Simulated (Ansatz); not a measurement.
# Decaying states in the gap of LiCaCl3

A new crystal, LiCaCl3: structure, gap and complex bands. It is built by putting Cl for F, Li for K in the KCaF3 structure of space group Pm-3m, with the volume rescaled by atomic radii. The parent structure comes from the Materials Project.

Calculated with Ansatz 0.2.0; PBE DFT, plane waves, PAW files, in the first sound run; inputs show where later runs differ.

The structure was built from a prototype and need not be the compound's stable phase.

### 1. Starting point

Symmetry: Pm-3m, No. 221, cubic system. The conventional cell has a = 4.578 Å, b = 4.578 Å, c = 4.578 Å, α = 90.00°, β = 90.00°, γ = 90.00°. Nearest to Li lie 12 Cl at 3.24 Å. Nearest to Ca lie 6 Cl at 2.29 Å. Nearest to Cl lie 2 Ca at 2.29 Å. It derives from KCaF3. Cl for F, Li for K in the KCaF3 structure of space group Pm-3m. Farther neighbours and most contacts between anions are not listed.

### 2. Relaxing the new crystal

The substituted atoms don't fit the parent's cell, so cell and atoms relax together. A small smearing keeps the run stable in case the gap closes on the way.

The input, input.yaml:

```yaml
crystal:
  lattice:
    - [4.57788389, 0.0, 0.0]
    - [0.0, 4.57788389, 0.0]
    - [0.0, 0.0, 4.57788389]
  atoms:
    - { symbol: Li, position: [0.5, 0.5, 0.5] }
    - { symbol: Ca, position: [0.0, 0.0, 0.0] }
    - { symbol: Cl, position: [0.0, 0.5, 0.0] }
    - { symbol: Cl, position: [0.0, 0.0, 0.5] }
    - { symbol: Cl, position: [0.5, 0.0, 0.0] }
kpoints:
  mp_grid: { grid: [6, 6, 6] }
scf:
  occupations: { method: gaussian, width: 0.03 }
hamiltonian:
  xc: pbe
output:
  forces: true
  stress: true
relax:
  f_tol: 0.02
  max_steps: 60
  cell: {}
```

Command:

```
$ ansatz run input.yaml --threads 2 --pin off --max-ram 4096MiB --backend cpu --events-out ev --progress --plain --runs-dir out
```

Numbers of over 12 decimals in the logs are rounded to 6 here.

The program printed:

```text
Engine: ansatz 0.2.0, aarch64-unknown-linux-gnu
Pseudopotentials: kind: paw
Pseudopotential: Li, paw, valence charge 3, recommended cutoff 420 eV (normal), Li.paw.azcp
Pseudopotential: Ca, paw, valence charge 10, recommended cutoff 420 eV (normal), Ca.paw.azcp
Pseudopotential: Cl, paw, valence charge 7, recommended cutoff 420 eV (normal), Cl.paw.azcp
Functional definition: PBE
  parameter kappa = 0.804
  parameter beta = 0.066725
  exchange = pbe_x(kappa = kappa, mu = beta*pi^2/3)
  correlation = pbe_c(beta = beta)
Crystal: 5 atoms, lattice volume = 95.939 Å³
Basis set: ecut = 420 eV, 1863 PW (Γ), exchange–correlation on 64×64×64 points (8 copies of the dense FFT grid, shifted against one another)
Bands: 22, of which v1, the nominal top of the filled ones, is band 17 counted from 1 (16 counted from 0)
Symmetry: 48 space group operations
Space group: Pm-3m (ITA 221), of the structure as read, at distance tolerance 4.6e-5 Å
k-points: 20 of 216
Non-local potential: Li, projectors of the file, l = 0: 3, l = 1: 2, l = 2: 1
Non-local potential: Ca, projectors of the file, l = 0: 3, l = 1: 2, l = 2: 2
Non-local potential: Cl, projectors of the file, l = 0: 2, l = 1: 2, l = 2: 2
PAW form: soft (Blöchl's): semilocal exchange-correlation on the pseudo side does not see the compensation charge
PAW one-centre angular grid: Li, 110 points (default); XC on 64 Gauss nodes
PAW one-centre angular grid: Ca, 110 points (default); XC on 64 Gauss nodes
PAW one-centre angular grid: Cl, 110 points (default); XC on 64 Gauss nodes
Initial density: superposition of atomic densities (neutral atoms: chi_scale 0, normalization atom), corrected by the library's trained network
Initial wavefunctions: pseudopotential atomic-orbital guess
Functional: x = pbe(κ = 0.804, μ = 0.219515), c = pbe(β = 0.066725)
SCF iter   1: F=—  HF=-5265.655538 eV  |F-HF|=—  |Δ(HF+E_count)|=         —  Δρ=1.53e-3  dr2=4.64e-3  ethr=1.77e-3  ⟨swp⟩=9.2  Hψ=2802  notcnv=0
preconditioner: auto → Resta (q_TF=auto, 2.295 Å⁻¹)  ε∞=3.2  [insulator: Δε(μ)=4.010 eV  Ē_g=14.159 eV  σ=0.030 eV  W_gap=1.00  n_scr=18 (ndim 8)  ℏωp=20.8 eV  f_vac=0.041  D(μ)=0.00/eV (n_scr^D=0)  ε∞_Penn≈3.2]
SCF iter   2: F=—  HF=-5265.652015 eV  |F-HF|=—  |Δ(HF+E_count)|=   3.52e-3  Δρ=8.04e-4  dr2=1.60e-3  ethr=1.36e-5  ⟨swp⟩=2.5  Hψ=919  notcnv=0  defer=16
SCF iter   3: F=—  HF=-5265.651252 eV  |F-HF|=—  |Δ(HF+E_count)|=   7.63e-4  Δρ=2.14e-4  dr2=5.26e-5  ethr=4.71e-6  ⟨swp⟩=2.0  Hψ=801  notcnv=0  defer=16
SCF iter   4: F=—  HF=-5265.651778 eV  |F-HF|=—  |Δ(HF+E_count)|=   5.26e-4  Δρ=6.47e-5  dr2=9.68e-6  ethr=1.55e-7  ⟨swp⟩=2.0  Hψ=730  notcnv=0  defer=16
SCF iter   5: F=—  HF=-5265.651780 eV  |F-HF|=—  |Δ(HF+E_count)|=   2.32e-6  Δρ=1.78e-5  dr2=7.66e-7  ethr=2.85e-8  ⟨swp⟩=2.1  Hψ=647  notcnv=0  defer=17
SCF iter   6: F=-5265.651780 eV  HF=-5265.651780 eV  |F-HF|=3.34e-9  |Δ(HF+E_count)|=   2.40e-7  Δρ=3.93e-6  dr2=1.86e-8  ethr=2.94e-10  ⟨swp⟩=4.2  Hψ=1428  notcnv=0
SCF 1 converged in 6 iterations: F = -5265.651780 eV  dr2 = 1.86e-8
  greatest PAW one-centre occupation: 1.000 electrons in one spin orbital (limit 2), on the Li atom at site 0 (counted from 0), in its partial waves of l = 0
relax step   1: F+E_penalty+E_count = -5265.65178048 eV  Δ(F+E_penalty+E_count) = +0.000e0 eV  max|allowed force component| = 1.378e-29 eV/Å  Δτ_max = 0.0000 Å  P = +31.889 GPa  Ω = 95.939 Å³  (6 SCF iters, dr2 threshold 1.00e-7 eV, accepted)
Crystal: 5 atoms, lattice volume = 110.665 Å³
Basis set: ecut = 420 eV, 2109 PW (Γ), exchange–correlation on 64×64×64 points (8 copies of the dense FFT grid, shifted against one another)
Initial density: handed on by an earlier stage of this run
Initial wavefunctions: those handed on with the density
iter 1 solved again at ethr=6.92e-4 eV; its pass at ethr=3.10e-3 eV (dr2=2.35e-1 eV) is discarded
SCF iter   1: F=—  HF=-5267.907318 eV  |F-HF|=—  |Δ(HF+E_count)|=         —  Δρ=9.25e-3  dr2=2.40e-1  ethr=6.92e-4  ⟨swp⟩=1.0  Hψ=2679  notcnv=0
preconditioner: auto → Resta (q_TF=auto, 2.241 Å⁻¹)  ε∞=3.0  [insulator: Δε(μ)=3.867 eV  Ē_g=13.709 eV  σ=0.030 eV  W_gap=1.00  n_scr=18 (ndim 8)  ℏωp=19.3 eV  f_vac=0.124  D(μ)=0.00/eV (n_scr^D=0)  ε∞_Penn≈3.0]
SCF iter   2: F=—  HF=-5267.819185 eV  |F-HF|=—  |Δ(HF+E_count)|=   8.81e-2  Δρ=4.54e-3  dr2=6.49e-2  ethr=6.92e-4  ⟨swp⟩=3.4  Hψ=867  notcnv=0  defer=1
SCF iter   3: F=—  HF=-5267.791312 eV  |F-HF|=—  |Δ(HF+E_count)|=   2.79e-2  Δρ=8.24e-4  dr2=1.53e-3  ethr=1.91e-4  ⟨swp⟩=3.4  Hψ=871  notcnv=0  defer=2
SCF iter   4: F=—  HF=-5267.791397 eV  |F-HF|=—  |Δ(HF+E_count)|=   8.53e-5  Δρ=2.30e-4  dr2=1.02e-4  ethr=4.50e-6  ⟨swp⟩=2.0  Hψ=798  notcnv=0  defer=7
SCF iter   5: F=—  HF=-5267.791956 eV  |F-HF|=—  |Δ(HF+E_count)|=   5.59e-4  Δρ=8.00e-5  dr2=9.38e-6  ethr=3.01e-7  ⟨swp⟩=2.2  Hψ=693  notcnv=0  defer=8
SCF iter   6: F=-5267.791965 eV  HF=-5267.791964 eV  |F-HF|=4.14e-7  |Δ(HF+E_count)|=   8.00e-6  Δρ=1.49e-5  dr2=4.59e-7  ethr=1.47e-9  ⟨swp⟩=3.5  Hψ=1792  notcnv=0
SCF 2 converged in 6 iterations: F = -5267.791965 eV  dr2 = 4.59e-7
relax step   2: F+E_penalty+E_count = -5267.79196462 eV  Δ(F+E_penalty+E_count) = -2.140e0 eV  max|allowed force component| = 2.800e-30 eV/Å  Δτ_max = 0.0000 Å  P = +16.269 GPa  Ω = 110.665 Å³  energy of the carried Pulay correction = -4.351e-4 eV  (6 SCF iters, dr2 threshold 5.00e-7 eV, accepted)
Crystal: 5 atoms, lattice volume = 126.826 Å³
Basis set: ecut = 420 eV, 2517 PW (Γ), exchange–correlation on 64×64×64 points (8 copies of the dense FFT grid, shifted against one another)
iter 1 solved again at ethr=5.61e-4 eV; its pass at ethr=3.10e-3 eV (dr2=1.91e-1 eV) is discarded
SCF iter   1: F=—  HF=-5269.011442 eV  |F-HF|=—  |Δ(HF+E_count)|=         —  Δρ=7.50e-3  dr2=1.95e-1  ethr=5.61e-4  ⟨swp⟩=1.0  Hψ=2769  notcnv=0
preconditioner: auto → Resta (q_TF=auto, 2.191 Å⁻¹)  ε∞=2.8  [insulator: Δε(μ)=3.843 eV  Ē_g=13.486 eV  σ=0.030 eV  W_gap=1.00  n_scr=26 (ndim 8)  ℏωp=18.1 eV  f_vac=0.165  D(μ)=0.00/eV (n_scr^D=0)  ε∞_Penn≈2.8]
SCF iter   2: F=—  HF=-5268.938320 eV  |F-HF|=—  |Δ(HF+E_count)|=   7.31e-2  Δρ=3.70e-3  dr2=5.26e-2  ethr=5.61e-4  ⟨swp⟩=3.3  Hψ=855  notcnv=0  defer=2
SCF iter   3: F=—  HF=-5268.915190 eV  |F-HF|=—  |Δ(HF+E_count)|=   2.31e-2  Δρ=6.99e-4  dr2=1.41e-3  ethr=1.55e-4  ⟨swp⟩=3.2  Hψ=938  notcnv=0  defer=4
SCF iter   4: F=—  HF=-5268.915187 eV  |F-HF|=—  |Δ(HF+E_count)|=   2.81e-6  Δρ=2.13e-4  dr2=9.28e-5  ethr=4.14e-6  ⟨swp⟩=2.0  Hψ=947  notcnv=0  defer=12
SCF iter   5: F=—  HF=-5268.915485 eV  |F-HF|=—  |Δ(HF+E_count)|=   2.98e-4  Δρ=7.03e-5  dr2=1.01e-5  ethr=2.73e-7  ⟨swp⟩=2.0  Hψ=767  notcnv=0  defer=12
SCF iter   6: F=-5268.915498 eV  HF=-5268.915498 eV  |F-HF|=3.92e-7  |Δ(HF+E_count)|=   1.21e-5  Δρ=1.31e-5  dr2=4.44e-7  ethr=1.47e-9  ⟨swp⟩=3.9  Hψ=1870  notcnv=0
SCF 3 converged in 6 iterations: F = -5268.915498 eV  dr2 = 4.44e-7
relax step   3: F+E_penalty+E_count = -5268.91549798 eV  Δ(F+E_penalty+E_count) = -1.124e0 eV  max|allowed force component| = 1.808e-30 eV/Å  Δτ_max = 0.0000 Å  P = +6.964 GPa  Ω = 126.826 Å³  energy of the carried Pulay correction = -8.470e-4 eV  (6 SCF iters, dr2 threshold 5.00e-7 eV, accepted)
[...]
relax step   4: F+E_penalty+E_count = -5269.32491800 eV  Δ(F+E_penalty+E_count) = -4.094e-1 eV  max|allowed force component| = 1.157e-30 eV/Å  Δτ_max = 0.0000 Å  P = +1.951 GPa  Ω = 142.330 Å³  energy of the carried Pulay correction = -1.191e-3 eV  (6 SCF iters, dr2 threshold 5.00e-7 eV, accepted)
[...]
relax step   5: F+E_penalty+E_count = -5269.37719145 eV  Δ(F+E_penalty+E_count) = -5.227e-2 eV  max|allowed force component| = 1.294e-29 eV/Å  Δτ_max = 0.0000 Å  P = -0.176 GPa  Ω = 152.441 Å³  energy of the carried Pulay correction = -1.392e-3 eV  (6 SCF iters, dr2 threshold 5.00e-7 eV, accepted)
[...]
relax step   6: F+E_penalty+E_count = -5269.37774253 eV  Δ(F+E_penalty+E_count) = -5.511e-4 eV  max|allowed force component| = 2.163e-30 eV/Å  Δτ_max = 0.0000 Å  P = -0.002 GPa  Ω = 151.486 Å³  energy of the carried Pulay correction = -1.374e-3 eV  (5 SCF iters, dr2 threshold 7.70e-8 eV, accepted)
[...]
relax step   7: F+E_penalty+E_count = -5269.40849591 eV  Δ(F+E_penalty+E_count) = -3.075e-2 eV  max|allowed force component| = 1.032e-30 eV/Å  Δτ_max = 0.0000 Å  P = +0.305 GPa  Ω = 151.486 Å³  stress off target by 3.05e-1 GPa  SCF on the basis re-selected at this cell (its energy is not comparable with the rows above)  (7 SCF iters)
[...]
relax step   8: F+E_penalty+E_count = -5269.41020182 eV  Δ(F+E_penalty+E_count) = -1.706e-3 eV  max|allowed force component| = 1.712e-30 eV/Å  Δτ_max = 0.0000 Å  P = +0.029 GPa  Ω = 153.160 Å³  energy of the carried Pulay correction = -2.512e-5 eV  (5 SCF iters, dr2 threshold 2.32e-7 eV, accepted)
iter 1 solved again at ethr=7.58e-8 eV; its pass at ethr=3.10e-3 eV (dr2=2.58e-5 eV) is discarded
SCF iter   1: F=—  HF=-5269.410690 eV  |F-HF|=—  |Δ(HF+E_count)|=         —  Δρ=1.23e-5  dr2=1.32e-7  ethr=7.58e-8  ⟨swp⟩=3.1  Hψ=3873  notcnv=0
preconditioner: auto → Resta (q_TF=auto, 2.123 Å⁻¹)  ε∞=3.1  [insulator: Δε(μ)=3.763 eV  Ē_g=10.165 eV  σ=0.030 eV  W_gap=1.00  n_scr=26 (ndim 8)  ℏωp=14.7 eV  f_vac=0.192  D(μ)=0.00/eV (n_scr^D=0)  ε∞_Penn≈3.1]
SCF iter   2: F=—  HF=-5269.410224 eV  |F-HF|=—  |Δ(HF+E_count)|=   4.66e-4  Δρ=6.87e-6  dr2=4.84e-8  ethr=3.88e-10  ⟨swp⟩=3.4  Hψ=980  notcnv=0
SCF iter   3: F=—  HF=-5269.410226 eV  |F-HF|=—  |Δ(HF+E_count)|=   1.29e-6  Δρ=3.43e-6  dr2=2.06e-8  ethr=1.42e-10  ⟨swp⟩=2.1  Hψ=550  notcnv=0
SCF iter   4: F=—  HF=-5269.410226 eV  |F-HF|=—  |Δ(HF+E_count)|=   2.69e-7  Δρ=1.49e-6  dr2=1.19e-9  ethr=6.05e-11  ⟨swp⟩=2.0  Hψ=760  notcnv=0
SCF iter   5: F=—  HF=-5269.410226 eV  |F-HF|=—  |Δ(HF+E_count)|=   3.64e-8  Δρ=5.91e-7  dr2=2.01e-10  ethr=3.51e-12  ⟨swp⟩=3.0  Hψ=821  notcnv=0
SCF iter   6: F=-5269.410226 eV  HF=-5269.410226 eV  |F-HF|=7.46e-11  |Δ(HF+E_count)|=  3.98e-10  Δρ=2.45e-7  dr2=2.93e-11  ethr=1.00e-12  ⟨swp⟩=4.0  Hψ=1494  notcnv=0
SCF 9 converged in 6 iterations: F = -5269.410226 eV  dr2 = 2.93e-11
relax step   9: F+E_penalty+E_count = -5269.41022596 eV  Δ(F+E_penalty+E_count) = -2.414e-5 eV  max|allowed force component| = 1.058e-30 eV/Å  Δτ_max = 0.0000 Å  P = +0.029 GPa  Ω = 153.160 Å³  stress off target by 2.93e-2 GPa  SCF on the basis re-selected at this cell (its energy is not comparable with the rows above)  (6 SCF iters)
basis re-selected at this cell: Δ(F+E_penalty+E_count) = -2.414e-5 eV, ΔP = -0.000 GPa vs the last step (what re-selecting the basis moved, of the pressure what is left beyond the Pulay correction that the steps carried, after the strain that the cell walked since its last selection, with what the two solves' SCF thresholds leave and, on support functions, any second-order correction that the steps lacked; it is no m [...]
SCF converged after 6 iterations
Free energy (F): -5269.410226 eV
Harris-Foulkes:  -5269.410226 eV  (|F-HF|=7.46e-11)
Internal energy: -5269.410226 eV  (E = F + TS)
E sigma→0 (E₀):  -5269.410226 eV
Fermi energy:    2.191776 eV
--- Per-component energies (eV) ---
  E_band       = -368.747889
  E_kinetic    = 782.829948
  E_local      = -2181.950131  (includes V_loc(G=0)·N_el)
  E_nonlocal   = 115.347032
  E_hartree    = 767.634325
  E_xc         = -470.283093
  E_vxc        = -552.201709  (∫ρ·V_xc dr)
  E_paw        = -2857.360107  (= ΣΔE_a)
  E_vpaw       = -68.041946  (= ΣTr[D̂ρ^β])
  E_aug_tail   = 0.000274  (compensation charges beyond the density's cutoff)
  E_ewald      = -1425.628474
  E_smearing   = -0.000000  (= −TS)
  E_closure    = 0.000000  (closes the sum)
  Σ components = -5269.410226   (vs F -5269.410226, Δ=0.00e0)
--- Forces (eV/Å), atoms counted from 1 ---
  atom   1  Li    -0.00000000    -0.00000000     0.00000000
  atom   2  Ca     0.00000000    -0.00000000    -0.00000000
  atom   3  Cl     0.00000000    -0.00000000    -0.00000000
  atom   4  Cl     0.00000000     0.00000000    -0.00000000
  atom   5  Cl     0.00000000    -0.00000000     0.00000000
  max |Σ_I F_I| component: 2.60e-30 eV/Å
--- Stress (GPa, compression-positive) ---
        0.029253      -0.000000      -0.000000
       -0.000000       0.029253       0.000000
       -0.000000       0.000000       0.029253
  P = ⅓ Tr σ = 0.0293 GPa (0.293 kbar)
--- Relaxed structure (7 steps of the walk, 7 accepted, 2 SCFs on fresh bases) ---
  F+E_penalty+E_count = -5269.41022596 eV   max|allowed force component| = 1.058e-30 eV/Å   (the final SCF, on the basis selected at the relaxed cell)
  cell:  # Å, volume = 153.1597 Å³
    - [5.350342, 0, 0]
    - [0, 5.350342, 0.0]
    - [0, 0.0, 5.350342]
  atoms:
    - { symbol: Li, position: [0.5, 0.5, 0.5] }
    - { symbol: Ca, position: [0, 0, 0] }
    - { symbol: Cl, position: [0, 0.5, 0] }
    - { symbol: Cl, position: [0, 0, 0.5] }
    - { symbol: Cl, position: [0.5, 0, 0] }
```

The job ended after 10 s (2 threads of Arm Neoverse V2, shared host; peak memory 0.4 GiB).

Step by step:

```tsv
step	energy less that of the first step (eV)	largest force component (eV/Å)	pressure (GPa)	volume (Å³)
1	0.0000	0.0000	31.89	95.94
2	-2.1402	0.0000	16.27	110.67
3	-3.2637	0.0000	6.96	126.83
4	-3.6731	0.0000	1.95	142.33
5	-3.7254	0.0000	-0.18	152.44
6	-3.7260	0.0000	0.00	151.49
7*	-3.7567	0.0000	0.30	151.49
8	-3.7584	0.0000	0.03	153.16
9*	-3.7584	0.0000	0.03	153.16
```

Relaxation steps marked * repeat the geometry before them on a plane-wave basis chosen anew for their cell, so energy and pressure can jump there.

Forces are held to the 48 operations that the run works with; a distortion that breaks them can't arise in this run.

```tsv
cell as run	before	after	change
a (Å)	4.578	5.350	+16.9 %
b (Å)	4.578	5.350	+16.9 %
c (Å)	4.578	5.350	+16.9 %
volume (Å³/atom)	19.19	30.63	+59.6 %
```

The relaxed structure:

```xyz
5
Lattice="5.3503 0.0000 0.0000 0.0000 5.3503 0.0000 0.0000 0.0000 5.3503" Properties=species:S:1:pos:R:3 pbc="T T T"
Li    2.6752    2.6752    2.6752
Ca    0.0000    0.0000    0.0000
Cl    0.0000    2.6752    0.0000
Cl    0.0000    0.0000    2.6752
Cl    2.6752    0.0000    0.0000
```

Numbers from this step:

```
free energy  : -5269.4102 eV
Fermi energy : 2.192 eV
pressure     : 0.02925 GPa
```

The largest force component on a free atom ends at 1.1e-30 eV/Å.

### 3. Band edges

The energy window and the wavevectors of the next steps follow from the band edges, so these are searched first, off the mesh as well.

The input, input.yaml:

```yaml
crystal:
  lattice:
    - [5.3503418318, 0.0, 0.0]
    - [0.0, 5.3503418318, 0.0]
    - [0.0, 0.0, 5.3503418318]
  atoms:
    - { symbol: Li, position: [0.5, 0.5, 0.5] }
    - { symbol: Ca, position: [0.0, 0.0, 0.0] }
    - { symbol: Cl, position: [0.0, 0.5, 0.0] }
    - { symbol: Cl, position: [0.0, 0.0, 0.5] }
    - { symbol: Cl, position: [0.5, 0.0, 0.0] }
kpoints:
  mp_grid: { grid: [6, 6, 6] }
  band_path: { path: [VBM, CBM], npoints: 30 }
scf:
  occupations: { method: fixed }
hamiltonian:
  xc: pbe
output:
  eigenvalues: true
  write_potential: true
  write_density: true
  volumetric_format: npy
```

The program printed:

```text
[...]
Crystal: 5 atoms, lattice volume = 153.160 Å³
Basis set: ecut = 420 eV, 2945 PW (Γ)
Bands: 22, of which v1, the nominal top of the filled ones, is band 17 counted from 1 (16 counted from 0)
Symmetry: 48 space group operations
[...]
k-points: 20 of 216
[...]
SCF iter   1: F=—  HF=-5269.410765 eV  |F-HF|=—  |Δ(HF+E_count)|=         —  Δρ=8.24e-4  dr2=3.34e-3  ethr=1.77e-3  ⟨swp⟩=5.5  Hψ=2182  notcnv=0  defer=42
[...]
SCF iter   6: F=-5269.410748 eV  HF=-5269.410748 eV  |F-HF|=1.94e-8  |Δ(HF+E_count)|=   8.45e-7  Δρ=2.81e-6  dr2=1.72e-8  ethr=2.94e-10  ⟨swp⟩=10.8  Hψ=2207  notcnv=0
SCF 1 converged in 6 iterations: F = -5269.410748 eV  dr2 = 1.72e-8
[...]
NSCF: frozen V_eff on 20 k-points
[...]
SCF converged after 6 iterations
Free energy (F): -5269.410748 eV
[...]
Internal energy: -5269.410748 eV  (E = F + TS)
E sigma→0 (E₀):  -5269.410748 eV
Fermi energy:    0.310308 eV
[...]
--- Band table (eV; the first three rows and the last of 20) ---
  k-point 0: bands = [... 13 lower, -0.2150, -0.0034, -0.0034, -0.0034, 4.0728, 6.0587, 6.0587, 6.0587, ... 1 higher]
  k-point 1: bands = [... 13 lower, -0.2473, -0.2460, -0.0372, -0.0372, 4.3157, 6.0814, 6.2671, 6.2671, ... 1 higher]
  k-point 2: bands = [... 13 lower, -0.4541, -0.3063, -0.0622, -0.0622, 4.9117, 6.1284, 6.5985, 6.7000, ... 1 higher]
  k-point 19: bands = [... 13 lower, -1.1089, 0.3103, 0.3103, 0.3103, 5.0200, 7.8599, 7.8599, 7.8599, ... 1 higher]
```

Elapsed: 4.6 s, on 2 threads; peak memory 0.36 GiB; 8.9 s of CPU time.

Numbers from this step:

```
free energy         : -5269.4107 eV
Fermi energy        : 0.3103 eV
gap on the k-mesh   : 3.762 eV
gap on path         : 3.762 eV, by band count; negative where bands overlap
direct gap on path  : 4.076 eV
edge places on path : 0, 1.017 1/A along the path
```

Electronic bands along the path, in eV, zero at the Fermi level (highest filled level under fixed occupations); v1 is the highest filled band, c1 the lowest empty one:

```tsv
point	v4	v3	v2	v1	c1	c2	c3	c4
VBM	-1.42	0.00	0.00	0.00	4.71	7.55	7.55	7.55
halfway	-1.12	-0.34	-0.34	-0.28	4.94	6.04	6.65	6.65
CBM	-0.53	-0.31	-0.31	-0.31	3.76	5.75	5.75	5.75
```

The searched edges give 3.76 eV, as on the mesh.

(Continued in part 2 of 2.)

[Logs are printed without paths, hosts, clocks, repeated set-up lines and the standing remarks that a program may print on its own settings, such as how far it seeks lower states.]

[Hosts, paths, dates, database ids (printed as entryN), source tags and the programs' standing remarks are cut or masked in the printed files.]
